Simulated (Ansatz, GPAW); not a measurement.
# How SrVS3 (model structure) absorbs and reflects light, part 2 of 3

Aim: the dielectric function of SrVS3 (model structure), and the optical constants that follow from it. The cell was made here by substitution or stacking, whether or not such a phase is known. It was built so: All O replaced by S in the Pm-3m structure of SrVO3. The cell is first relaxed with Ansatz.

GPAW 26.7.0; DFT, PBE, plane-wave PAW (GPAW data sets), scalar-relativistic, RPA, optical limit.

So far: The starting structure; Relaxation.

## (3) Ground state

The self-consistent density comes first; it also tells whether there is a gap, which decides the occupations and the need for a Drude term.

This step: DFT, PBE, plane-wave PAW (GPAW data sets), scalar-relativistic, ground state (GPAW 26.7.0).

Contents of gs.py:

```python
from ase import Atoms
from ase.dft.bandgap import bandgap
from gpaw import GPAW, PW, FermiDirac

atoms = Atoms(['Sr', 'V', 'S', 'S', 'S'],
              cell=[[4.68639045, 0.00000000, 0.00000000],
                    [0.00000000, 4.68639045, 0.00000000],
                    [0.00000000, 0.00000000, 4.68639045]],
              scaled_positions=[[0.50000000, 0.50000000, 0.50000000],
                                [0.00000000, 1.00000000, 1.00000000],
                                [1.00000000, 1.00000000, 0.50000000],
                                [1.00000000, 0.50000000, 1.00000000],
                                [0.50000000, 0.00000000, 1.00000000]],
              pbc=[True, True, True])
atoms.set_initial_magnetic_moments([0.0, 2.0, 0.0, 0.0, 0.0])
atoms.calc = GPAW(mode=PW(400), xc='PBE', kpts={'size': (5, 5, 5), 'gamma': True},
                  occupations=FermiDirac(0.05), maxiter=150, txt='gs.txt')
print('energy (eV)', atoms.get_potential_energy())
print('Fermi level (eV)', atoms.calc.get_fermi_level())
print('valence electrons', atoms.calc.get_number_of_electrons())
print('gap (eV)', bandgap(atoms.calc, output=None)[0])
print('direct gap (eV)', bandgap(atoms.calc, direct=True, output=None)[0])
print('moments', atoms.get_magnetic_moments().round(3).tolist())
atoms.calc.write('gs.gpw')
```

The run is started by

```bash
$ OMP_NUM_THREADS=1 python gs.py
```

Numbers of over 12 decimals in the logs are rounded to 6 here.

What it wrote:

```text
__  _  _
 | _ |_)|_||  |
 |__||  | ||/\| - 26.7.0

Versions:
  Python: 3.12.14
  ASE:    3.29.0
  Numpy:  2.5.5
  Scipy:  1.18.1
  Libxc:  7.0.0

Input parameters:
  mode=PW(ecut=400.0),
  kpts=MonkhorstPack(size=(5, 5, 5), gamma=True),
  maxiter=150,
  occupations=Occupations(name='fermi-dirac', width=0.05, fixmagmom=False),
  xc=XC(name='PBE')

Diagonalizing LCAO Hamiltonian
Converting LCAO to pw mode
    .-----------.
   /|           |
  / |           |
 *  |           |
 |  |           |
 |  |    Sr     |
 S  .-----------.
 | S           /
 |/           /
 V-----S-----*

Atoms  # Å, Bohr magnetons
|   | symbol |        x |        y |        z |    initial magnetic moments |
| 0 |     Sr | 2.343195 | 2.343195 | 2.343195 | ( 0.0000,  0.0000,  0.0000) |
| 1 |      V | 0.000000 | 4.686390 | 4.686390 | ( 0.0000,  0.0000,  2.0000) |
| 2 |      S | 4.686390 | 4.686390 | 2.343195 | ( 0.0000,  0.0000,  0.0000) |
| 3 |      S | 4.686390 | 2.343195 | 4.686390 | ( 0.0000,  0.0000,  0.0000) |
| 4 |      S | 2.343195 | 0.000000 | 4.686390 | ( 0.0000,  0.0000,  0.0000) |

Unit cell  # Å
| periodic |        x |        y |        z |  lengths |    angles |
|      yes | 4.686390 | 0.000000 | 0.000000 | 4.686390 | 90.000000 |
|      yes | 0.000000 | 4.686390 | 0.000000 | 4.686390 | 90.000000 |
|      yes | 0.000000 | 0.000000 | 4.686390 | 4.686390 | 90.000000 |

Number of symmetries: 48
Symmetry operations  # r_c * U_cc + t_c -> r_c
|    | kind |            matrix            |
|  0 |  E   |  1, 0, 0,  0, 1, 0,  0, 0, 1 |
|  1 |  σ   |  1, 0, 0,  0, 1, 0,  0, 0,-1 |
|  2 |  σ   |  1, 0, 0,  0, 0, 1,  0, 1, 0 |
|  3 |  C4  |  1, 0, 0,  0, 0, 1,  0,-1, 0 |
|  4 |  C4  |  1, 0, 0,  0, 0,-1,  0, 1, 0 |
|  5 |  σ   |  1, 0, 0,  0, 0,-1,  0,-1, 0 |
|  6 |  σ   |  1, 0, 0,  0,-1, 0,  0, 0, 1 |
|  7 |  C2  |  1, 0, 0,  0,-1, 0,  0, 0,-1 |
|  8 |  σ   |  0, 1, 0,  1, 0, 0,  0, 0, 1 |
|  9 |  C2  |  0, 1, 0,  1, 0, 0,  0, 0,-1 |
| 10 |  C3  |  0, 1, 0,  0, 0, 1,  1, 0, 0 |
| 11 |  S6  |  0, 1, 0,  0, 0, 1, -1, 0, 0 |
| 12 |  S6  |  0, 1, 0,  0, 0,-1,  1, 0, 0 |
| 13 |  C3  |  0, 1, 0,  0, 0,-1, -1, 0, 0 |
| 14 |  C4  |  0, 1, 0, -1, 0, 0,  0, 0, 1 |
| 15 |  S4  |  0, 1, 0, -1, 0, 0,  0, 0,-1 |
| 16 |  C3  |  0, 0, 1,  1, 0, 0,  0, 1, 0 |
| 17 |  S6  |  0, 0, 1,  1, 0, 0,  0,-1, 0 |
| 18 |  σ   |  0, 0, 1,  0, 1, 0,  1, 0, 0 |
| 19 |  C4  |  0, 0, 1,  0, 1, 0, -1, 0, 0 |
| 20 |  C2  |  0, 0, 1,  0,-1, 0,  1, 0, 0 |
| 21 |  S4  |  0, 0, 1,  0,-1, 0, -1, 0, 0 |
| 22 |  S6  |  0, 0, 1, -1, 0, 0,  0, 1, 0 |
| 23 |  C3  |  0, 0, 1, -1, 0, 0,  0,-1, 0 |
| 24 |  S6  |  0, 0,-1,  1, 0, 0,  0, 1, 0 |
| 25 |  C3  |  0, 0,-1,  1, 0, 0,  0,-1, 0 |
| 26 |  C4  |  0, 0,-1,  0, 1, 0,  1, 0, 0 |
| 27 |  σ   |  0, 0,-1,  0, 1, 0, -1, 0, 0 |
| 28 |  S4  |  0, 0,-1,  0,-1, 0,  1, 0, 0 |
| 29 |  C2  |  0, 0,-1,  0,-1, 0, -1, 0, 0 |
| 30 |  C3  |  0, 0,-1, -1, 0, 0,  0, 1, 0 |
| 31 |  S6  |  0, 0,-1, -1, 0, 0,  0,-1, 0 |
| 32 |  C4  |  0,-1, 0,  1, 0, 0,  0, 0, 1 |
| 33 |  S4  |  0,-1, 0,  1, 0, 0,  0, 0,-1 |
| 34 |  S6  |  0,-1, 0,  0, 0, 1,  1, 0, 0 |
| 35 |  C3  |  0,-1, 0,  0, 0, 1, -1, 0, 0 |
| 36 |  C3  |  0,-1, 0,  0, 0,-1,  1, 0, 0 |
| 37 |  S6  |  0,-1, 0,  0, 0,-1, -1, 0, 0 |
| 38 |  σ   |  0,-1, 0, -1, 0, 0,  0, 0, 1 |
| 39 |  C2  |  0,-1, 0, -1, 0, 0,  0, 0,-1 |
| 40 |  σ   | -1, 0, 0,  0, 1, 0,  0, 0, 1 |
| 41 |  C2  | -1, 0, 0,  0, 1, 0,  0, 0,-1 |
| 42 |  C2  | -1, 0, 0,  0, 0, 1,  0, 1, 0 |
| 43 |  S4  | -1, 0, 0,  0, 0, 1,  0,-1, 0 |
| 44 |  S4  | -1, 0, 0,  0, 0,-1,  0, 1, 0 |
| 45 |  C2  | -1, 0, 0,  0, 0,-1,  0,-1, 0 |
| 46 |  C2  | -1, 0, 0,  0,-1, 0,  0, 0, 1 |
| 47 |  i   | -1, 0, 0,  0,-1, 0,  0, 0,-1 |

BZ-sampling:
  Number of BZ points: 125
  Number of IBZ points: 10

  Monkhorst-Pack size: [5, 5, 5]
  Monkhorst-Pack shift: [0, 0, 0]

K-points  # in reciprocal-cell coordinates
|   |                                coordinates |     weight |
| 0 | (  0.00000000,   0.00000000,   0.00000000) | 0.00800000 |
| 1 | (  0.20000000,   0.00000000,   0.00000000) | 0.04800000 |
| 2 | (  0.20000000,   0.20000000,   0.00000000) | 0.09600000 |
| 3 | (  0.20000000,   0.20000000,   0.20000000) | 0.06400000 |
| 4 | (  0.40000000,   0.00000000,   0.00000000) | 0.04800000 |
| 5 | (  0.40000000,   0.20000000,   0.00000000) | 0.19200000 |
| 6 | (  0.40000000,   0.20000000,   0.20000000) | 0.19200000 |
| 7 | (  0.40000000,   0.40000000,   0.00000000) | 0.09600000 |
| 8 | (  0.40000000,   0.40000000,   0.20000000) | 0.19200000 |
| 9 | (  0.40000000,   0.40000000,   0.40000000) | 0.06400000 |

Plane wave coefficients: 1887
Cutoff: 400.0 eV

Spin-components: 2 (collinear spins)
Bands:           30
Projectors:      26
Spin-degeneracy: 1
Datatype:        complex128

Parallelization:
  kpt:    1
  domain: 1
  band:   1

Density:
  Valence electrons: 41.0
  Components: 2
  Grid points: [24 24 24]
  Charge: 0.0  # |e|

Potential:
  Grid points: [24 24 24]

species:
  Sr:
    name:    Strontium
    id:
    Z:       38.0
    valence: 10
    core:    28
    charge:  0.0  # [|e|]
    compensation charges:
      type: gauss
      rc: 0.40  # [Å]
      lmax: 2
    cutoffs:
      filter: 2.39  # [Å]
      core: 1.85  # [Å]
    projectors
    | kind |    occ | energy [eV] | rcut [Å] |
    |   4s |  2.000 |     -40.883 |    1.291 |
    |   5s |  2.000 |      -3.525 |    1.291 |
    |   4p |  6.000 |     -22.826 |    1.291 |
    |    p |        |       4.386 |    1.291 |
    |    d |        |       0.000 |    1.254 |

    Using partial waves for Sr as LCAO basis

  V:
    name:    Vanadium
    id:
    Z:       23.0
    valence: 13
    core:    10
    charge:  0.0  # [|e|]
    compensation charges:
      type: gauss
      rc: 0.37  # [Å]
      lmax: 2
    cutoffs:
      filter: 2.14  # [Å]
      core: 0.96  # [Å]
    projectors
    | kind |    occ | energy [eV] | rcut [Å] |
    |   3s |  2.000 |     -70.222 |    1.254 |
    |   4s |  2.000 |      -4.702 |    1.254 |
    |   3p |  6.000 |     -44.043 |    1.281 |
    |   4p |  0.000 |      -1.444 |    1.281 |
    |   3d |  3.000 |      -5.164 |    1.169 |
    |    d |        |      22.047 |    1.169 |

    Using partial waves for V as LCAO basis

  S:
    name:    Sulfur
    id:
    Z:       16.0
    valence: 6
    core:    10
    charge:  0.0  # [|e|]
    compensation charges:
      type: gauss
      rc: 0.24  # [Å]
      lmax: 2
    cutoffs:
      filter: 1.77  # [Å]
      core: 1.66  # [Å]
    projectors
    | kind |    occ | energy [eV] | rcut [Å] |
    |   3s |  2.000 |     -17.254 |    0.974 |
    |   3p |  4.000 |      -7.008 |    0.979 |
    |    s |        |       9.957 |    0.974 |
    |    p |        |      20.203 |    0.979 |
    |    d |        |       0.000 |    0.900 |

    Using partial waves for S as LCAO basis

Reference energy: -144890.125263  # eV

eigensolver:
  PPCG
  Converge bands: occupied
  niter=2

density mixing:
  MSR1-Mixer
  Pratt-step length: 0.05
  Maximum mixing coefficient: 0.75
  Old densities: 10
  SVD Regularization: 0.005
  Good broyden scale: 1.0
  Trust region scale: 1.0
  Backstep threshold: 4.0
  History deletion threshold: 6.0
  Fourier metric: weight=20.0, sigma=0.015

occupation numbers:
  Fermi-Dirac:
    width: 0.0500  # eV

poisson solver:
  ecut: 3200.0  # eV

xc functional:
  name: PBE with 2 nearest neighbor stencil

convergence criteria:
- Maximum [total energy] change in last 3 cyles: 0.0005 eV / valence electron
- Maximum integral of absolute [dens]ity change: 0.0001 electrons / valence electron
- Maximum integral of absolute [eigenst]ate change: 4e-08 eV^2 / valence electron
maximum number of iterations: 150

SCF iterations
|iter     |      energy | eigst |  dens |  magmom |
|iter:   1||  -28.917584 | +0.20 |       |  +2.0054|
|iter:   2||  -28.604426 | -1.44 | -1.01 |  +1.9540|
|iter:   3||  -28.212481 | -1.69 | -1.07 |  +1.5897|
|iter:   4||  -28.418208 | -1.77 | -1.39 |  +1.3472|
|iter:   5||  -28.259491 | -2.16 | -1.34 |  +1.0842|
|iter:   6||  -28.273317 | -2.47 | -1.70 |  +0.7458|
|iter:   7||  -28.272461c| -3.33 | -2.21 |  +0.7576|
|iter:   8||  -28.272684c| -4.55 | -2.55 |  +0.7696|
|iter:   9||  -28.272770c| -4.96 | -2.92 |  +0.7859|
|iter:  10||  -28.272764c| -6.00 | -3.69 |  +0.7868|
|iter:  11||  -28.272759c| -6.34 | -4.02c|  +0.7871|
|iter:  12||  -28.272758c| -7.38 | -4.74c|  +0.7871|
|iter:  13||  -28.272758c| -7.70c| -5.30c|  +0.7871|

Converged in 13 steps
SCF loop duration: 25.452 s (1.958 s/step)
Energy contributions relative to reference atoms: (reference = -144890.125263)

Energy contributions:
  Kinetic:          17.631557
  Coulomb:         -17.506723
  Zero:              0.022055
  External:          0.000000
  Xc:              -28.408535
  Entropy:          -0.022226
  Spinorbit:         0.000000
  ----------------------------
  Free energy:     -28.283871
  Extrapolated:    -28.272758

dipole moment: (-41.421205, -41.421205, -41.421205)  # |e|*Ang

Total magnetic moment: (0.000000, 0.000000, 0.787053)

Local magnetic moments
|        x |        y |         z |
| 0.000000 | 0.000000 |  0.001853 |  # Sr   0
| 0.000000 | 0.000000 |  0.722989 |  # V    1
| 0.000000 | 0.000000 | -0.010119 |  # S    2
| 0.000000 | 0.000000 | -0.010119 |  # S    3
| 0.000000 | 0.000000 | -0.010119 |  # S    4

Fermi level: 6.447
Eigenvalues  # (at kpt = [0.000, 0.000, 0.000])
| band index |      eig [eV] | occ [0-1] |      eig [eV] | occ [0-1] |
|          0 |       -59.080 |     1.000 |       -58.307 |     1.000 |
|        ... |               |           |               |           |
|         15 |         5.023 |     1.000 |         5.017 |     1.000 |
|         16 |         5.023 |     1.000 |         5.017 |     1.000 |
|         17 |         5.200 |     1.000 |         5.931 |     1.000 |
|         18 |         5.200 |     1.000 |         5.931 |     1.000 |
|         19 |         5.200 |     1.000 |         5.931 |     1.000 |
|         20 |         6.027 |     1.000 |         6.018 |     1.000 |
|         21 |         6.027 |     1.000 |         6.018 |     1.000 |
|         22 |         6.027 |     1.000 |         6.018 |     1.000 |
|         23 |         6.631 |     0.025 |         7.007 |     0.000 |
|         24 |         6.631 |     0.025 |         7.007 |     0.000 |
|         25 |         9.150 |     0.000 |         9.203 |     0.000 |
|         26 |         9.428 |     0.000 |         9.461 |     0.000 |
|         27 |         9.428 |     0.000 |         9.461 |     0.000 |
|         28 |        10.634 |     0.000 |        10.715 |     0.000 |
|         29 |        10.634 |     0.000 |        10.715 |     0.000 |

No gap
No difference between direct/indirect transitions

--- standard output ---
energy (eV) -28.272758
Fermi level (eV) 6.447275
valence electrons 41.0
gap (eV) 0.0
direct gap (eV) 0.0
moments [0.002, 0.723, -0.01, -0.01, -0.01]
```

It took 28 s on 1 thread of Arm Neoverse V2, shared host; peak memory 0.18 GiB.

Read-outs, printed or worked out from the files:

| Quantity | Value |
| --- | --- |
| energy | -28.27 eV |
| Fermi energy | 6.447 eV |
| electrons | 41 |
| site moments | 0.002, 0.723, -0.01, -0.01, -0.01 μB |

There are states at the Fermi level within the smearing, so the occupations stay smeared and the carriers get a Drude term.

## (4) Bands for the response

The response needs many more empty bands than the density does.

This step: DFT, PBE, plane-wave PAW (GPAW data sets), scalar-relativistic, bands at fixed density (GPAW 26.7.0).

Contents of nscf.py:

```python
from ase.dft.bandgap import bandgap
from gpaw import GPAW, FermiDirac

calc = GPAW('gs.gpw').fixed_density(kpts={'size': (8, 8, 8), 'gamma': True}, nbands=62, convergence={'bands': 56},
                                    occupations=FermiDirac(0.05), txt='nscf.txt')
print('gap (eV)', bandgap(calc, output=None)[0])
print('direct gap (eV)', bandgap(calc, direct=True, output=None)[0])
print('top band over the Fermi level (eV)', min(calc.get_eigenvalues(kpt=k)[55] for k in range(len(calc.get_ibz_k_points()))) - calc.get_fermi_level())
calc.write('full.gpw', mode='all')
```

The run is started by

```bash
$ OMP_NUM_THREADS=1 python nscf.py
```

What it wrote:

```text
Diagonalizing LCAO Hamiltonian
Converting LCAO to pw mode
convergence criteria:
- Maximum integral of absolute [eigenst]ate change: 4e-08 eV^2 / valence electron
maximum number of iterations: 150

SCF iterations
|iter     |      energy | eigst |  dens |  magmom |
|iter:   1||             | +3.19 |       |  +0.7871|
|iter:   2||             | +2.10 |       |  +0.7871|
|iter:   3||             | +1.15 |       |  +0.7871|
|iter:   4||             | +0.09 |       |  +0.7871|
|iter:   5||             | -0.67 |       |  +0.7871|
|iter:   6||             | -1.58 |       |  +0.7871|
|iter:   7||             | -2.31 |       |  +0.7871|
|iter:   8||             | -3.19 |       |  +0.7871|
|iter:   9||             | -3.88 |       |  +0.7871|
|iter:  10||             | -4.69 |       |  +0.7871|
|iter:  11||             | -5.33 |       |  +0.7871|
|iter:  12||             | -6.03 |       |  +0.7871|
|iter:  13||             | -6.77 |       |  +0.7871|
|iter:  14||             | -7.34 |       |  +0.7871|
|iter:  15||             | -7.74c|       |  +0.7871|
SCF steps: 15
  __  _  _
 | _ |_)|_||  |
 |__||  | ||/\| - 26.7.0

Versions:
  Python: 3.12.14
  ASE:    3.29.0
  Numpy:  2.5.5
  Scipy:  1.18.1
  Libxc:  7.0.0

Input parameters:
  mode=PW(ecut=400.0),
  convergence={'bands': 56},
  gpts=array([24, 24, 24]),
  kpts=MonkhorstPack(size=(8, 8, 8), gamma=True),
  maxiter=150,
  nbands=62,
  occupations=Occupations(name='fermi-dirac', width=0.05, fixmagmom=False),
  parallel={},
  xc=XC(name='PBE')

--- standard output ---
gap (eV) 0.0
direct gap (eV) 0.0
top band over the Fermi level (eV) 18.684747
```

Run time: 3.1 min. Hardware: 1 thread; peak memory 0.32 GiB.

[end of part 2 of 3]

[Machine, clock and banner lines and Python warnings are left out of the logs.]

[Logs are printed without paths, hosts, clocks, repeated set-up lines and the standing remarks that a program may print on its own settings, such as how far it seeks lower states.]

[Hosts, paths, dates, database ids (printed as entryN), source tags and the programs' standing remarks are cut or masked in the printed files.]
